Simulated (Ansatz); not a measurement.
Consider TlCrTe2 (P-3m1).

Symmetry: P-3m1, No. 164, trigonal system. The conventional cell has a = 4.110 Å, b = 4.110 Å, c = 7.949 Å, α = 90.00°, β = 90.00°, γ = 120.00°. Nearest to Cr lie 6 Te at 2.78 Å. Nearest to Tl lie 6 Te at 3.46 Å. Te has 3 Cr at 2.78 Å and 3 Tl at 3.46 Å nearest. Farther neighbours and most contacts between anions are not listed.

```xyz
4
Lattice="-2.9061 0.0000 2.9061 2.9061 -2.9061 0.0000 4.5893 4.5893 4.5893" Properties=species:S:1:pos:R:3 pbc="T T T"
Cr    2.2946    2.2946    2.2946
Tl    0.0000    0.0000    0.0000
Te    2.1672    2.1672    5.0733
Te    2.4221   -0.4840    2.4221
```

The cell and positions are those that the Materials Project relaxed with its own functionals (PBE, PBE+U or r2SCAN), kept fixed. Spin-orbit coupling is left out unless a run names it. PAW set soft_2, made with PBE.

A constrained-RPA run (Ansatz 0.2.0; non-magnetic LDA; Cr t2g + anion p, bands v8 to c1, 6×6×2 mesh, medium accuracy) builds 9 functions on bands 5.8 eV wide, with 15.0 electrons in the window. The bare on-site interaction is 16.5 eV and the bare J 0.58 eV.

What U and J survive the screening?

On the Cr t2g shell, U = 1.77 eV (11 % of the bare value), U′ = 0.96 eV, J = 0.40 eV.

The parent state is non-magnetic and the interaction static (zero frequency); U depends on the window and the orbitals, so it belongs to this model alone. Spin-orbit coupling, which is strong for atoms this heavy, is left out. A window that holds the anion p bands defines a model with explicit ligands; its U belongs to that model and is not the U of DFT+U.

[Paths, hosts, dates, memory and timing lines, banners, echoed tables and standing remarks are left out of the program output.]

[Logs are printed without paths, hosts, clocks, repeated set-up lines and the standing remarks that a program may print on its own settings, such as how far it seeks lower states.]

[Runs of the session that timed out or met a known fault of the program may be left out.]

[Hosts, paths, dates, database ids (printed as entryN), source tags and the programs' standing remarks are cut or masked in the printed files.]
